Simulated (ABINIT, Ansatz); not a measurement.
## CsCaF3 (Pm-3m): G0W0 on several meshes in ABINIT

Aim: the GW shift of CsCaF3 (Pm-3m) against the k mesh.

Main program and level: ABINIT 10.8.3; LDA and many-body steps on it, plane waves.

## (1) The starting structure

Symmetry: Pm-3m, No. 221, cubic system. Conventional cell: a = 4.521 Å, b = 4.521 Å, c = 4.521 Å, α = 90.00°, β = 90.00°, γ = 90.00°. Nearest to Cs lie 12 F at 3.20 Å. Nearest to Ca lie 6 F at 2.26 Å. Nearest to F lie 2 Ca at 2.26 Å and 4 Cs at 3.20 Å. Farther neighbours and most contacts between anions are not listed.

Coordinates:

```cif
data_structure
_symmetry_space_group_name_H-M 'Pm-3m'
_symmetry_Int_Tables_number 221
_cell_length_a 4.5205
_cell_length_b 4.5205
_cell_length_c 4.5205
_cell_angle_alpha 90.000
_cell_angle_beta 90.000
_cell_angle_gamma 90.000
_cell_volume 92.38
loop_
_atom_site_label
_atom_site_type_symbol
_atom_site_symmetry_multiplicity
_atom_site_Wyckoff_symbol
_atom_site_fract_x
_atom_site_fract_y
_atom_site_fract_z
_atom_site_occupancy
Cs1 Cs 1 a 0.00000 0.00000 0.00000 1
Ca1 Ca 1 b 0.50000 0.50000 0.50000 1
F1 F 3 c 0.00000 0.50000 0.50000 1
```

The cell and positions are those that the Materials Project relaxed with its own functionals (PBE, PBE+U or r2SCAN), kept fixed. Spin-orbit coupling is left out unless a step names it.

## (2) Empty states on the mesh, 2×2×2 mesh, 186 bands

This step: ABINIT 10.8.3; DFT, LDA, plane waves, norm-conserving pseudopotentials.

The sums over transitions need many empty states on a uniform mesh; this step solves for them.

Contents of run.abi:

```
acell 3*1.0 Angstrom
rprim 
  4.520531030000 0.000000000000 0.000000000000
  0.000000000000 4.520531030000 0.000000000000
  0.000000000000 0.000000000000 4.520531030000
ntypat 3
znucl 55 20 9
natom 5
typat 1 2 3 3 3
xred 
  0.000000000000 0.000000000000 0.000000000000
  0.500000000000 0.500000000000 0.500000000000
  0.000000000000 0.500000000000 0.500000000000
  0.500000000000 0.000000000000 0.500000000000
  0.500000000000 0.500000000000 0.000000000000
pp_dirpath "pseudos"
pseudos "Cs.upf, Ca.upf, F.upf"
ecut 36
ngkpt 2 2 2
nshiftk 1
shiftk 0 0 0
kptopt 1
chksymbreak 0
iscf -2
irdden 1
istwfk *1
nband 186
nbdbuf 16
tolwfr 1e-09
nstep 60
prtvol 0
indata_prefix "in"
outdata_prefix "out"
tmpdata_prefix "tmp"
```

The run is started by

```
> OMP_NUM_THREADS=1 mpirun -n 4 abinit run.abi > log
```

Numbers of over 12 decimals in the logs are rounded to 6 here.

What it wrote:

```text
.Version 10.8.3 of ABINIT. v10.8.2 released Aug 2026.

 Symmetries : space group Pm -3 m (#221); Bravais cP (primitive cubic)
[... echo of the input left out ...]
== DATASET  1 ==================================================================
-   mpi_nproc: 4, omp_nthreads: 1 (-1 if OMP is not activated)

--- !DatasetInfo
iteration_state: {dtset: 1, }
dimensions: {natom: 5, nkpt: 4, mband: 186, nsppol: 1, nspinor: 1, nspden: 1, mpw: 6488, }
cutoff_energies: {ecut:  36.0, pawecutdg:  -1.0, }
[...]
2.72745    2.72825    2.72825    2.72825    2.73896    2.73896    2.73896    2.77099
   2.77099    2.77099    2.79465    2.79465    2.79466    2.82647    2.82686    2.86392
   2.86508    2.86565
 prteigrs : prtvol=0 or 1, do not print more k-points.

== END DATASET(S) ==============================================================
================================================================================

 -outvars: echo values of variables after computation  --------
            nband         186
             nkpt           4
          spgroup         221
 [... the other variables as echoed above ...]

 Calculation completed.
```

Elapsed: 57 s, on 4 MPI ranks of Arm Neoverse V1, shared host; peak memory 0.43 GiB; 3.8 min of CPU time.

Numbers from this step:

| Quantity | Value |
| --- | --- |
| gap | 6.840 eV |
| k of the valence top | 0.5, 0.5, 0.5 |
| k of the conduction bottom | 0, 0, 0 |
| least direct gap | 6.864 eV |
| k points computed | 4 |
| lowest point of the top converged band, above the valence top | 74.0585 eV |

On this mesh the gap is 6.840 eV.

The density comes from a self-consistent run that is not shown.

## (3) Screening, 2×2×2 mesh, 81 bands, screening to 114.3 eV

The RPA dielectric matrix is built and inverted for each q.

This step: RPA screening on LDA, plane waves, norm-conserving pseudopotentials.

Changes to run.abi since step 2:

```diff
@@ -23,10 +23,11 @@
 chksymbreak 0
-iscf -2
-irdden 1
 istwfk *1
-nband 186
-nbdbuf 16
-tolwfr 1e-09
-nstep 60
-prtvol 0
+occopt 1
+irdwfk 1
+optdriver 3
+nband 81
+ecuteps 4.2
+inclvkb 2
+awtr 1
+symchi 1
 indata_prefix "in"
```

What it wrote:

```text
.Version 10.8.3 of ABINIT. v10.8.2 released Aug 2026.

 Symmetries : space group Pm -3 m (#221); Bravais cP (primitive cubic)
[... echo of the input left out ...]
== DATASET  1 ==================================================================
-   mpi_nproc: 4, omp_nthreads: 1 (-1 if OMP is not activated)

--- !DatasetInfo
iteration_state: {dtset: 1, }
dimensions: {natom: 5, nkpt: 4, mband: 81, nsppol: 1, nspinor: 1, nspden: 1, mpw: 6488, }
cutoff_energies: {ecut:  36.0, pawecutdg:  -1.0, }
electrons: {nelect:   4.00000000E+01, charge:   0.00000000E+00, occopt:   1.00000000E+00, tsmear:   1.00000000E-02, }

 SCREENING: Calculation of the susceptibility and dielectric matrices

 Based on a program developped by R.W. Godby, V. Olevano, G. Onida, and L. Reining.
 Incorporated in ABINIT by V. Olevano, G.-M. Rignanese, and M. Torrent.
.Using double precision arithmetic ; gwpc =  8

[... cell and pseudopotentials left out ...]
--------------------------------------------------------------------------------

 ==== K-mesh for the wavefunctions ====
 Number of points in the irreducible wedge :     4
[... list of points left out ...]
 Together with 48 symmetry operations and time-reversal symmetry
 yields     8 points in the full Brillouin Zone.

 ==== Q-mesh for the screening function ====
 Number of points in the irreducible wedge :     4
[... list of points left out ...]
 Together with 48 symmetry operations and time-reversal symmetry
 yields     8 points in the full Brillouin Zone.

 setmesh: FFT mesh size selected  =    32x   32x   32
          total number of points  =        32768

 vcoul_init : cutoff-mode = AUXILIARY_FUNCTION
 q-points for optical limit:   1
     1)      0.000010    0.000020    0.000030

- screening: taking advantage of time-reversal symmetry
- Maximum band index for partially occupied states nbvw = 20
- Remaining bands to be divided among processors   nbcw = 61
- Number of bands treated by each node ~15

 Number of electrons calculated from density =   40.0000; Expected =   40.0000
 average of density, n =  0.064165
 r_s =    1.5495
 omega_plasma =   24.4345 [eV]

 calculating chi0 at frequencies [eV] :
  1    0.000000E+00    0.000000E+00
  2    0.000000E+00    2.443448E+01

--------------------------------------------------------------------------------
  q-point number  1        q = ( 0.000000, 0.000000, 0.000000) [r.l.u.]
--------------------------------------------------------------------------------
[... chi0 elements left out ...]
 For q-point:  0.000010 0.000020 0.000030
  dielectric constant =   2.3854
  dielectric constant without local fields =   2.6395

  Average fulfillment of the sum rule on Im[epsilon] for q-point    1 :     41.24  [%]
[... wings left out ...]
  q-point number  2        q = ( 0.500000, 0.000000, 0.000000) [r.l.u.]
--------------------------------------------------------------------------------
[... chi0 elements left out ...]
  Average fulfillment of the sum rule on Im[epsilon] for q-point    2 :     49.79  [%]

 [... 2 further q-points ...]
```

Wall time 13 s (4 MPI ranks); peak memory 0.92 GiB; 50 s of CPU time.

This step gave:

```
ε∞ with local fields, on this mesh, along the program's q direction : 2.385
the same without local fields                                       : 2.639
plasma frequency                                                    : 24.43 eV
plane waves in the screening matrix                                 : 251
```

Local fields lower ε∞ by 10 %. On a Γ-centred mesh this coarse the value itself is usually too large, while a short band sum pulls it down.

## (4) 2×2×2

The self-energy is evaluated for the states that the input lists, and the levels follow from it, in one-shot runs by the linearised quasiparticle equation.

This step: G0W0 on LDA, plane waves, norm-conserving pseudopotentials.

Changes to run.abi since step 3:

```diff
@@ -26,8 +26,17 @@
 irdwfk 1
-optdriver 3
+optdriver 4
 nband 81
+gwcalctyp 0
+ecutsigx 36
+symsigma 1
+nkptgw 2
+kptgw 
+  0.5000000000 0.5000000000 0.5000000000
+  0.0000000000 0.0000000000 0.0000000000
+bdgw 
+  18 23
+  18 23
 ecuteps 4.2
-inclvkb 2
-awtr 1
-symchi 1
+irdscr 1
+ppmodel 1
 indata_prefix "in"
```

What it wrote:

```text
.Version 10.8.3 of ABINIT. v10.8.2 released Aug 2026.

 Symmetries : space group Pm -3 m (#221); Bravais cP (primitive cubic)
[... echo of the input left out ...]
== DATASET  1 ==================================================================
-   mpi_nproc: 4, omp_nthreads: 1 (-1 if OMP is not activated)

--- !DatasetInfo
iteration_state: {dtset: 1, }
dimensions: {natom: 5, nkpt: 4, mband: 81, nsppol: 1, nspinor: 1, nspden: 1, mpw: 6488, }
cutoff_energies: {ecut:  36.0, pawecutdg:  -1.0, }
electrons: {nelect:   4.00000000E+01, charge:   0.00000000E+00, occopt:   1.00000000E+00, tsmear:   1.00000000E-02, }

 SIGMA: Calculation of the GW corrections

 Based on a program developped by R.W. Godby, V. Olevano, G. Onida, and L. Reining.
 Incorporated in ABINIT by V. Olevano, G.-M. Rignanese, and M. Torrent.
.Using double precision arithmetic ; gwpc =  8

[... cell and pseudopotentials left out ...]
--------------------------------------------------------------------------------

 ==== K-mesh for the wavefunctions ====
 Number of points in the irreducible wedge :     4
[... list of points left out ...]
 Together with 48 symmetry operations and time-reversal symmetry
 yields     8 points in the full Brillouin Zone.

 ==== Q-mesh for screening function ====
 Number of points in the irreducible wedge :     4
[... list of points left out ...]
 Together with 48 symmetry operations and time-reversal symmetry
 yields     8 points in the full Brillouin Zone.

 vcoul_init : cutoff-mode = AUXILIARY_FUNCTION
 q-points for optical limit:   1
     1)      0.000010    0.000020    0.000030
 setmesh: FFT mesh size selected  =    48x   48x   48
          total number of points  =       110592

 Number of electrons calculated from density =   40.0000; Expected =   40.0000
 average of density, n =  0.064165
 r_s =    1.5495
 omega_plasma =   24.4345 [eV]

 === KS Band Gaps ===
  >>>> For spin  1
   Minimum direct gap =   6.8644 [eV], located at k-point      :   0.0000  0.0000  0.0000
   Fundamental gap    =   6.8403 [eV], Top of valence bands at :   0.5000  0.5000  0.5000
                                       Bottom of conduction at :   0.0000  0.0000  0.0000
 SIGMA fundamental parameters:
 PLASMON POLE MODEL  1
 number of plane-waves for SigmaX                 6451
 number of plane-waves for SigmaC and W            251
 number of plane-waves for wavefunctions          6451
 number of bands                                    81
 number of independent spin polarizations            1
 number of spinorial components                      1
 number of k-points in IBZ                           4
 number of q-points in IBZ                           4
 number of symmetry operations                      48
 number of k-points in BZ                            8
 number of q-points in BZ                            8
 number of frequencies for dSigma/dE                 9
 frequency step for dSigma/dE [eV]                0.25
 number of omega for Sigma on real axis              0
 max omega for Sigma on real axis  [eV]           0.00
 zcut for avoiding poles [eV]                     0.10

 EPSILON^-1 parameters (SCR file):
 dimension of the eps^-1 matrix on file            251
 dimension of the eps^-1 matrix used               251
 number of plane-waves for wavefunctions          6451
 number of bands                                    81
 number of q-points in IBZ                           4
 number of frequencies                               2
 number of real frequencies                          1
 number of imag frequencies                          1

 matrix elements of self-energy operator (all in [eV])

 Perturbative Calculation

--- !SelfEnergy_ee
iteration_state: {dtset: 1, }
kpoint     : [   0.500,    0.500,    0.500, ]
spin       : 1
KS_gap     :    8.824
QP_gap     :   12.475
Delta_QP_KS:    3.651
data: !SigmaeeData |
     Band     E0 <VxcDFT>   SigX SigC(E0)      Z dSigC/dE  Sig(E)    E-E0       E
       18   0.152 -21.956 -29.477   5.424   0.794  -0.259 -23.621  -1.665  -1.513
       19   0.152 -21.956 -29.477   5.424   0.794  -0.259 -23.621  -1.665  -1.513
       20   0.152 -21.956 -29.477   5.424   0.794  -0.259 -23.621  -1.665  -1.513
       21   8.976  -9.539  -4.486  -2.796   0.879  -0.137  -7.553   1.986  10.962
       22   8.976  -9.539  -4.486  -2.796   0.879  -0.137  -7.553   1.986  10.962
       23   8.976  -9.539  -4.486  -2.796   0.879  -0.137  -7.553   1.986  10.962

--- !SelfEnergy_ee
iteration_state: {dtset: 1, }
kpoint     : [   0.000,    0.000,    0.000, ]
spin       : 1
KS_gap     :    6.864
QP_gap     :   10.389
Delta_QP_KS:    3.524
data: !SigmaeeData |
     Band     E0 <VxcDFT>   SigX SigC(E0)      Z dSigC/dE  Sig(E)    E-E0       E
[...]
21   6.993  -9.484  -4.516  -2.852   0.883  -0.132  -7.615   1.870   8.862
       22   8.181  -8.906  -3.995  -2.751   0.883  -0.133  -6.999   1.907  10.088
       23   8.181  -8.906  -3.995  -2.751   0.883  -0.133  -6.999   1.907  10.088

== END DATASET(S) ==============================================================
================================================================================

 -outvars: echo values of variables after computation  --------
           etotal      0.0000000000E+00
            nband          81
             nkpt           4
          spgroup         221
 [... the other variables as echoed above ...]

 Calculation completed.
```

Run time: 7.5 s. Hardware: 4 MPI ranks; peak memory 0.78 GiB.

Numbers from this step:

```yaml
g0w0_gap_on_the_points_computed: 10.38 eV
starting_gap_on_the_mesh: 6.840 eV
k_of_the_valence_top: 0.5, 0.5, 0.5
k_of_the_conduction_bottom: 0, 0, 0
z_at_the_valence_top: 0.794
z_at_the_conduction_bottom: 0.883
least_direct_g0w0_gap_on_the_computed_points: 10.39 eV
```

The gap on the mesh goes from 6.84 eV to 10.38 eV, a correction of +3.53 eV.

## (5) Empty states on the mesh, 4×4×4 mesh, 89 bands

This step: DFT, LDA, plane waves, norm-conserving pseudopotentials.

Changes to run.abi since step 4:

```diff
@@ -18,3 +18,3 @@
 ecut 36
-ngkpt 2 2 2
+ngkpt 4 4 4
 nshiftk 1
@@ -23,20 +23,10 @@
 chksymbreak 0
+iscf -2
+irdden 1
 istwfk *1
-occopt 1
-irdwfk 1
-optdriver 4
-nband 81
-gwcalctyp 0
-ecutsigx 36
-symsigma 1
-nkptgw 2
-kptgw 
-  0.5000000000 0.5000000000 0.5000000000
-  0.0000000000 0.0000000000 0.0000000000
-bdgw 
-  18 23
-  18 23
-ecuteps 4.2
-irdscr 1
-ppmodel 1
+nband 89
+nbdbuf 8
+tolwfr 1e-09
+nstep 60
+prtvol 0
 indata_prefix "in"
```

What it wrote:

```text
.Version 10.8.3 of ABINIT. v10.8.2 released Aug 2026.

 Symmetries : space group Pm -3 m (#221); Bravais cP (primitive cubic)
[... echo of the input left out ...]
== DATASET  1 ==================================================================
-   mpi_nproc: 4, omp_nthreads: 1 (-1 if OMP is not activated)

--- !DatasetInfo
iteration_state: {dtset: 1, }
dimensions: {natom: 5, nkpt: 10, mband: 89, nsppol: 1, nspinor: 1, nspden: 1, mpw: 6488, }
cutoff_energies: {ecut:  36.0, pawecutdg:  -1.0, }
[...]
1.27595    1.33309    1.33309    1.33309    1.43068    1.43068    1.43068    1.44212
   1.44212    1.45898    1.45898    1.45898    1.47270    1.47270    1.47270    1.48195
   1.51727
 prteigrs : prtvol=0 or 1, do not print more k-points.

== END DATASET(S) ==============================================================
================================================================================

 -outvars: echo values of variables after computation  --------
            nband          89
             nkpt          10
          spgroup         221
 [... the other variables as echoed above ...]

 Calculation completed.
```

It took 54 s on 4 MPI ranks; peak memory 0.4 GiB.

Numbers from this step:

* gap: 6.840 eV
* k of the valence top: 0.5, 0.5, 0.5
* k of the conduction bottom: 0, 0, 0
* least direct gap: 6.864 eV
* k points computed: 10
* lowest point of the top converged band, above the valence top: 38.14 eV

On this mesh the gap is 6.840 eV.

## (6) Screening, 4×4×4 mesh, 81 bands, screening to 114.3 eV

This step: RPA screening on LDA, plane waves, norm-conserving pseudopotentials.

Changes to run.abi since step 5:

```diff
@@ -23,10 +23,11 @@
 chksymbreak 0
-iscf -2
-irdden 1
 istwfk *1
-nband 89
-nbdbuf 8
-tolwfr 1e-09
-nstep 60
-prtvol 0
+occopt 1
+irdwfk 1
+optdriver 3
+nband 81
+ecuteps 4.2
+inclvkb 2
+awtr 1
+symchi 1
 indata_prefix "in"
```

What it wrote:

```text
.Version 10.8.3 of ABINIT. v10.8.2 released Aug 2026.

 Symmetries : space group Pm -3 m (#221); Bravais cP (primitive cubic)
[... echo of the input left out ...]
== DATASET  1 ==================================================================
-   mpi_nproc: 4, omp_nthreads: 1 (-1 if OMP is not activated)

--- !DatasetInfo
iteration_state: {dtset: 1, }
dimensions: {natom: 5, nkpt: 10, mband: 81, nsppol: 1, nspinor: 1, nspden: 1, mpw: 6488, }
cutoff_energies: {ecut:  36.0, pawecutdg:  -1.0, }
electrons: {nelect:   4.00000000E+01, charge:   0.00000000E+00, occopt:   1.00000000E+00, tsmear:   1.00000000E-02, }

 SCREENING: Calculation of the susceptibility and dielectric matrices

 Based on a program developped by R.W. Godby, V. Olevano, G. Onida, and L. Reining.
 Incorporated in ABINIT by V. Olevano, G.-M. Rignanese, and M. Torrent.
.Using double precision arithmetic ; gwpc =  8

[... cell and pseudopotentials left out ...]
--------------------------------------------------------------------------------

 ==== K-mesh for the wavefunctions ====
 Number of points in the irreducible wedge :    10
[... list of points left out ...]
 Together with 48 symmetry operations and time-reversal symmetry
 yields    64 points in the full Brillouin Zone.

 ==== Q-mesh for the screening function ====
 Number of points in the irreducible wedge :    10
[... list of points left out ...]
 Together with 48 symmetry operations and time-reversal symmetry
 yields    64 points in the full Brillouin Zone.

 setmesh: FFT mesh size selected  =    32x   32x   32
          total number of points  =        32768

 vcoul_init : cutoff-mode = AUXILIARY_FUNCTION
 q-points for optical limit:   1
     1)      0.000010    0.000020    0.000030

- screening: taking advantage of time-reversal symmetry
- Maximum band index for partially occupied states nbvw = 20
- Remaining bands to be divided among processors   nbcw = 61
- Number of bands treated by each node ~15

 Number of electrons calculated from density =   40.0000; Expected =   40.0000
 average of density, n =  0.064165
 r_s =    1.5495
 omega_plasma =   24.4345 [eV]

 calculating chi0 at frequencies [eV] :
  1    0.000000E+00    0.000000E+00
  2    0.000000E+00    2.443448E+01

--------------------------------------------------------------------------------
  q-point number  1        q = ( 0.000000, 0.000000, 0.000000) [r.l.u.]
--------------------------------------------------------------------------------
[... chi0 elements left out ...]
 For q-point:  0.000010 0.000020 0.000030
  dielectric constant =   2.2995
  dielectric constant without local fields =   2.5513

  Average fulfillment of the sum rule on Im[epsilon] for q-point    1 :     41.49  [%]
[... wings left out ...]
  q-point number  2        q = ( 0.250000, 0.000000, 0.000000) [r.l.u.]
--------------------------------------------------------------------------------
[... chi0 elements left out ...]
  Average fulfillment of the sum rule on Im[epsilon] for q-point    2 :     55.99  [%]

 [... 8 further q-points ...]
```

Run time: 64 s. Hardware: 4 MPI ranks; peak memory 1.4 GiB; 4.2 min of CPU time.

This step gave:

```
ε∞ with local fields, on this mesh, along the program's q direction : 2.300
the same without local fields                                       : 2.551
plasma frequency                                                    : 24.43 eV
plane waves in the screening matrix                                 : 251
```

(Part 1 of 2 ends here.)

[Paths, hosts, dates, memory and timing lines, banners, echoed tables and standing remarks are left out of the program output.]

[Logs are printed without paths, hosts, clocks, repeated set-up lines and the standing remarks that a program may print on its own settings, such as how far it seeks lower states.]

[Runs of the session that timed out or met a known fault of the program may be left out.]

[Hosts, paths, dates, database ids (printed as entryN), source tags and the programs' standing remarks are cut or masked in the printed files.]

[G0W0 gaps are taken among the corrected bands and points alone; a level outside them can change the order at an edge.]

[Where Ansatz stands beside ABINIT at settings called matched, ABINIT's density can come from a denser mesh and the files from another edition; pairs whose starting gaps differed by over 0.03 eV were left out, so agreement reads better than it is.]
